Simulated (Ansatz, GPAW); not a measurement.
# Optical response of NbAuS3 (model structure)

Aim: the dielectric function of NbAuS3 (model structure), and the optical constants that follow from it. The structure is a model built here, which may or may not match a known phase. It was built so: All Ag replaced by Au and O replaced by S in the Pm-3m structure of NbAgO3. The cell is first relaxed with Ansatz.

Calculated with GPAW 26.7.0; DFT, revPBE, plane-wave PAW (GPAW data sets), scalar-relativistic, RPA, optical limit.

This is a report of a sequence of runs, with most program output left out.

## (1) Starting point

It takes space group Pm-3m (No. 221, cubic). The conventional cell has a = 4.795 Å, b = 4.795 Å, c = 4.795 Å, α = 90.00°, β = 90.00°, γ = 90.00°. Nearest to Au lie 12 S at 3.39 Å. Nb has 6 S at 2.40 Å nearest. S has 2 Nb at 2.40 Å nearest. All Ag replaced by Au and O replaced by S in the Pm-3m structure of NbAgO3. Farther neighbours and most contacts between anions are not listed.

## (2) Relaxation

The structure was built or cut out here, so it is relaxed before any spectrum is computed.

This step: DFT, revPBE, plane-wave PAW, default files, scalar-relativistic, relaxation (Ansatz 0.2.0).

Contents of input.yaml:

```yaml
crystal:
  lattice:
    - [4.7954484, 0.0, 0.0]
    - [0.0, 4.7954484, 0.0]
    - [0.0, 0.0, 4.7954484]
  atoms:
    - { symbol: Au, position: [0.5, 0.5, 0.5] }
    - { symbol: Nb, position: [0.0, 0.0, 0.0] }
    - { symbol: S, position: [0.0, 0.0, 0.5] }
    - { symbol: S, position: [0.0, 0.5, 0.0] }
    - { symbol: S, position: [0.5, 0.0, 0.0] }
kpoints:
  mp_grid: { grid: [5, 5, 5] }
scf:
  occupations: { method: fermi_dirac, width: 0.05 }
hamiltonian:
  xc: revpbe
output:
  forces: true
  stress: true
  write_density: true
  write_potential: true
  elf: true
  volumetric_format: npy
relax:
  f_tol: 0.02
  max_steps: 50
  cell: {}
```

The run is started by

```
$ ansatz run input.yaml --threads 1 --pin off --max-ram 4096MiB --backend cpu --events-out ev --progress --plain --runs-dir out
```

Wall time 8.5 s (1 thread of Arm Neoverse V2, shared host); peak memory 0.38 GiB.

Relaxation path:

```tsv
step	energy less that of the first step (eV)	largest force component (eV/Å)	pressure (GPa)	volume (Å³)
1	0.0000	0.0000	1.72	110.28
2	-0.0118	0.0000	-0.11	112.75
3	-0.0119	0.0000	0.00	112.60
4*	-0.0122	0.0000	0.00	112.60
```

Relaxation steps marked * repeat the geometry before them on a plane-wave basis chosen anew for their cell, so energy and pressure can jump there.

Forces are held to the 48 operations that the run works with; a distortion that breaks them can't arise in this run.

```tsv
conventional cell, symmetrised	before	after	change
a (Å)	4.795	4.829	+0.7 %
b (Å)	4.795	4.829	+0.7 %
c (Å)	4.795	4.829	+0.7 %
volume (Å³/atom)	22.06	22.52	+2.1 %
```

The relaxed structure:

```xyz
5
Lattice="4.8288 0.0000 0.0000 0.0000 4.8288 0.0000 0.0000 0.0000 4.8288" Properties=species:S:1:pos:R:3 pbc="T T T"
Au    2.4144    2.4144    2.4144
Nb    0.0000    0.0000    0.0000
S     0.0000    0.0000    2.4144
S     0.0000    2.4144    0.0000
S     2.4144    0.0000    0.0000
```

The relaxation ends with a pressure of 0.00 GPa.

## (3) Ground state

First the ground state: is it a metal or has it a gap?

This step: DFT, revPBE, plane-wave PAW (GPAW data sets), scalar-relativistic, ground state (GPAW 26.7.0).

Contents of gs.py:

```python
from ase import Atoms
from ase.dft.bandgap import bandgap
from gpaw import GPAW, PW, FermiDirac

atoms = Atoms(['Au', 'Nb', 'S', 'S', 'S'],
              cell=[[4.82881452, 0.00000000, 0.00000000],
                    [0.00000000, 4.82881452, 0.00000000],
                    [0.00000000, 0.00000000, 4.82881452]],
              scaled_positions=[[0.50000000, 0.50000000, 0.50000000],
                                [0.00000000, 1.00000000, 1.00000000],
                                [1.00000000, 0.00000000, 0.50000000],
                                [0.00000000, 0.50000000, 0.00000000],
                                [0.50000000, 0.00000000, 1.00000000]],
              pbc=[True, True, True])
atoms.calc = GPAW(mode=PW(450), xc='revPBE', kpts={'size': (5, 5, 5), 'gamma': True},
                  occupations=FermiDirac(0.05), maxiter=150, txt='gs.txt')
print('energy (eV)', atoms.get_potential_energy())
print('Fermi level (eV)', atoms.calc.get_fermi_level())
print('valence electrons', atoms.calc.get_number_of_electrons())
print('gap (eV)', bandgap(atoms.calc, output=None)[0])
print('direct gap (eV)', bandgap(atoms.calc, direct=True, output=None)[0])
atoms.calc.write('gs.gpw')
```

The run is started by

```
$ OMP_NUM_THREADS=1 python gs.py
```

It took 14 s on 1 thread; peak memory 0.17 GiB.

Read-outs, printed or worked out from the files:

| Item | Value |
| --- | --- |
| energy | -24.03 eV |
| Fermi energy | 5.084 eV |
| electrons | 42 |

There are states at the Fermi level within the smearing, so the occupations stay smeared and the carriers get a Drude term.

## (4) Bands for the response

At the fixed density, many empty bands are solved on the mesh of the response, since the spectrum sums over them.

This step: DFT, revPBE, plane-wave PAW (GPAW data sets), scalar-relativistic, bands at fixed density (GPAW 26.7.0).

Contents of nscf.py:

```python
from ase.dft.bandgap import bandgap
from gpaw import GPAW, FermiDirac

calc = GPAW('gs.gpw').fixed_density(kpts={'size': (8, 8, 8), 'gamma': True}, nbands=65, convergence={'bands': 59},
                                    occupations=FermiDirac(0.05), txt='nscf.txt')
print('gap (eV)', bandgap(calc, output=None)[0])
print('direct gap (eV)', bandgap(calc, direct=True, output=None)[0])
print('top band over the Fermi level (eV)', min(calc.get_eigenvalues(kpt=k)[58] for k in range(len(calc.get_ibz_k_points()))) - calc.get_fermi_level())
calc.write('full.gpw', mode='all')
```

The run is started by

```
$ OMP_NUM_THREADS=1 python nscf.py
```

Elapsed: 1.8 min, on 1 thread; peak memory 0.28 GiB.

## (5) Dielectric function, RPA

Transitions between filled and empty bands, summed over the zone, give the optical response, so mesh, band count and broadening shape it.

The induced potential is part of this response.

This step: DFT, revPBE, plane-wave PAW (GPAW data sets), scalar-relativistic, RPA, optical limit (GPAW 26.7.0).

Contents of df.py:

```python
from gpaw.response.df import DielectricFunction

df = DielectricFunction('full.gpw', frequencies={'type': 'nonlinear', 'domega0': 0.03, 'omega2': 8},
                        ecut=50,
                        eta=0.2,
                        nbands=59,
                        rate=0.1,
                        txt='df.txt')
for direction in ['x']:
    df.get_dielectric_function(xc='RPA', direction=direction, filename=f'df_{direction}.csv')
```

The run is started by

```
$ OMP_NUM_THREADS=1 python df.py
```

Run time: 23 s. Hardware: 1 thread; peak memory 0.46 GiB.

Some rows of df_x.csv (energy; Re and Im without local fields; Re and Im with them):

```text
0.000000, 1005.778692, -0.000000, 1004.496438, -0.000000
0.555532, -9.023950, 37.751512, -9.974238, 37.224335
1.143969, -2.681323, 21.033468, -3.043687, 20.463004
1.768324, 2.622867, 13.575325, 2.264084, 13.079999
2.431988, -3.281045, 12.632696, -3.267020, 12.349932
3.138794, -1.655382, 5.931401, -1.767712, 5.784151
3.893091, 0.879128, 5.189608, 0.736028, 5.096807
4.699832, 0.347588, 4.874611, 0.198800, 4.933483
5.564682, 1.712103, 4.252186, 1.245675, 4.265656
6.494155, 0.607409, 3.888104, -0.116516, 3.652987
7.495775, 0.104064, 4.468019, -0.123889, 3.699227
8.578281, -0.296688, 2.625806, -0.428433, 2.310452
9.751884, -0.303086, 2.204805, -0.562007, 2.039254
11.028587, 0.292392, 1.635762, -0.063257, 1.296945
12.422601, 0.715960, 1.889012, 0.278127, 1.242586
13.950874, -0.516329, 2.764295, 0.356283, 1.152630
15.633783, -0.736663, 1.024643, 0.202177, 1.079751
17.496047, -0.296784, 0.634006, 0.252873, 0.765923
19.567954, 0.024520, 0.348993, 0.297064, 0.650556
```

Sum at mesh points, not converged in k. Table of Im ε, E ∥ x by photon energy; read off at these points:

```tsv
photon energy (eV)	Im ε, E ∥ x
0.50	42.6
1.00	25.0
1.50	13.5
2.00	14.1
2.21	14.8
2.50	11.3
3.00	6.42
3.50	4.51
4.00	5.12
4.50	5.04
5.00	3.90
5.50	4.12
6.00	4.83
6.50	3.65
7.00	3.51
7.50	3.70
8.00	3.05
8.50	2.40
9.00	2.58
9.50	2.31
10.00	1.78
10.50	1.54
11.00	1.30
11.50	1.39
12.00	1.24
12.50	1.27
13.00	1.24
13.50	1.20
14.00	1.17
14.50	1.21
15.00	1.18
15.50	1.11
16.00	1.08
16.50	0.984
17.00	0.837
17.50	0.766
18.00	0.784
18.50	0.780
19.00	0.745
19.50	0.664
20.00	0.675
20.50	0.709
21.00	0.598
21.50	0.543
```

Values under 1 per cm are given as 1; sum at mesh points, not converged in k. Table of absorption coefficient, E ∥ x by photon energy:

```tsv
photon energy (eV)	absorption coefficient, E ∥ x (1/cm)
1.01	3.8e5
1.99	4.9e5
3.02	6.4e5
3.98	6.0e5
4.98	6.9e5
6.02	9.1e5
6.99	9.3e5
8.03	1.1e6
9.02	1.1e6
10.03	1.1e6
11.03	9.2e5
12.02	9.2e5
13.00	9.5e5
14.04	9.4e5
14.96	1.0e6
16.03	1.1e6
16.96	9.9e5
18.05	9.4e5
18.97	1.0e6
20.06	9.2e5
20.95	9.3e5
```

The reflectivity at normal incidence, E ∥ x has structure finer than the step of the table below, so its rows give means over 1 eV, whole bins alone (the curve runs from 0.305 to 21.9 eV). Peaks (eV: height): 2.5: 51.9, 6.2: 31.1, 7.9: 31.2, 9.7: 27.8.

Sum at mesh points, not converged in k. Table of reflectivity at normal incidence, E ∥ x by photon energy; means over each step:

```tsv
photon energy (eV)	reflectivity at normal incidence, E ∥ x (%)
1	58.5
2	47.1
3	43.3
4	28.4
5	26.2
6	27.8
7	26.0
8	29.4
9	24.9
10	26.3
11	19.5
12	15.1
13	13.3
14	11.8
15	12.7
16	13.2
17	12.6
18	9.81
19	10.0
20	8.49
21	9.38
```

Sum at mesh points, not converged in k. Table of Im ε, E ∥ x by photon energy; read off at these points:

```tsv
photon energy (eV)	without local fields	with local fields
0.50	43.1	42.6
1.00	25.6	25.0
1.50	13.9	13.5
2.00	14.6	14.1
2.17	15.3	14.8
2.50	11.5	11.3
3.00	6.58	6.42
3.50	4.64	4.51
4.00	5.20	5.12
4.50	5.07	5.04
5.00	3.82	3.90
5.50	4.09	4.12
5.87	5.01	4.94
6.00	4.88	4.83
6.50	3.89	3.65
7.00	4.06	3.51
7.50	4.47	3.70
8.00	3.45	3.05
8.50	2.71	2.40
9.00	2.97	2.58
9.50	2.49	2.31
10.00	2.09	1.78
10.50	1.82	1.54
11.00	1.63	1.30
11.50	1.90	1.39
12.00	1.83	1.24
12.50	1.98	1.27
13.00	2.45	1.24
13.50	2.65	1.20
13.77	2.84	1.13
14.00	2.70	1.17
14.50	2.00	1.21
15.00	1.52	1.18
15.50	1.11	1.11
16.00	0.965	1.08
16.50	0.803	0.984
17.00	0.743	0.837
17.50	0.634	0.766
18.00	0.575	0.784
18.50	0.481	0.780
19.00	0.425	0.745
19.50	0.350	0.664
20.00	0.346	0.675
20.50	0.310	0.709
21.00	0.319	0.598
21.50	0.310	0.543
```

Sum at mesh points, not converged in k. The loss function −Im 1/ε at q → 0, E ∥ x by energy loss; read off at these points:

energy loss (eV), loss function −Im 1/ε at q → 0, E ∥ x and a bar:
```
     0.50       0.02 
     1.00       0.04 
     1.50       0.07 #
     2.00       0.07 #
     2.50       0.08 #
     3.00       0.14 ###
     3.50       0.22 ####
     4.00       0.19 ####
     4.50       0.20 ####
     5.00       0.25 #####
     5.50       0.22 ####
     6.00       0.21 ####
     6.50       0.27 ######
     7.00       0.28 ######
     7.50       0.27 #####
     8.00       0.31 ######
     8.50       0.40 ########
     9.00       0.39 ########
     9.50       0.41 #########
    10.00       0.52 ###########
    10.50       0.61 #############
    11.00       0.76 ################
    11.50       0.71 ###############
    12.00       0.80 #################
    12.50       0.75 ################
    13.00       0.78 #################
    13.50       0.80 #################
    14.00       0.78 #################
    14.50       0.78 #################
    15.00       0.81 #################
    15.50       0.87 ###################
    16.00       0.89 ###################
    16.50       1.01 ######################
    17.00       1.13 ########################
    17.50       1.18 #########################
    18.00       1.10 ########################
    18.50       1.11 ########################
    19.00       1.20 ##########################
    19.50       1.27 ###########################
    19.57       1.27 ############################
    20.00       1.13 ########################
    20.50       1.20 ##########################
    21.00       1.36 ##############################
    21.35       1.38 ##############################
    21.50       1.35 #############################
```

Optical constants at common wavelengths, from n + ik = √ε:

```tsv
wavelength (nm)	n	k	R (%)	1/α
1550	3.71	3.935	60.6	31 nm
1064	2.93	3.394	56.5	25 nm
800	2.59	2.524	46.2	25 nm
450	1.66	2.439	49.0	15 nm
365	1.42	1.651	33.8	18 nm
248	1.45	1.343	25.7	15 nm
193	1.33	1.423	28.6	11 nm
```

A polished face would reflect 49 % of daylight and look light grey (CIE x = 0.305, y = 0.333 under D65).

## (6) Summary of results

At this level (revPBE, RPA) NbAuS3 is a metal. The mesh is too coarse to trust the carriers' weight, the reflectivity or the colour to better than tens of per cent. The cell grew by 2.1 % in volume. A polished face would reflect 49 % of daylight and look light grey (CIE x = 0.305, y = 0.333 under D65). The carriers' damping of 0.1 eV is typed, not computed; it shapes the response at the lowest energies. The run has no spin polarisation; magnetic order or correlation, untested here, could change the spectrum. Spin-orbit coupling is left out although heavy atoms are present. The curves end at 22 eV, about where the summed bands run out. In this version of GPAW the matrix elements of the optical limit are incomplete, which can lower ε − 1 by up to a tenth where first-row anions or d states rule, and shift it by more in d metals. GPAW's carrier term has the form −ωp²/(ω + i·rate)², which damps like twice the rate and fails at low energy, so the curves leave the lowest energies out. The sum runs over mesh points 0.16 Å⁻¹ apart with no interpolation, so peaks are partly noise of the mesh, and the Drude plasma energy, a sum over the Fermi surface, isn't converged.

[Machine, clock and banner lines and Python warnings are left out of the logs.]

[Logs are printed without paths, hosts, clocks, repeated set-up lines and the standing remarks that a program may print on its own settings, such as how far it seeks lower states.]

[Hosts, paths, dates, database ids (printed as entryN), source tags and the programs' standing remarks are cut or masked in the printed files.]
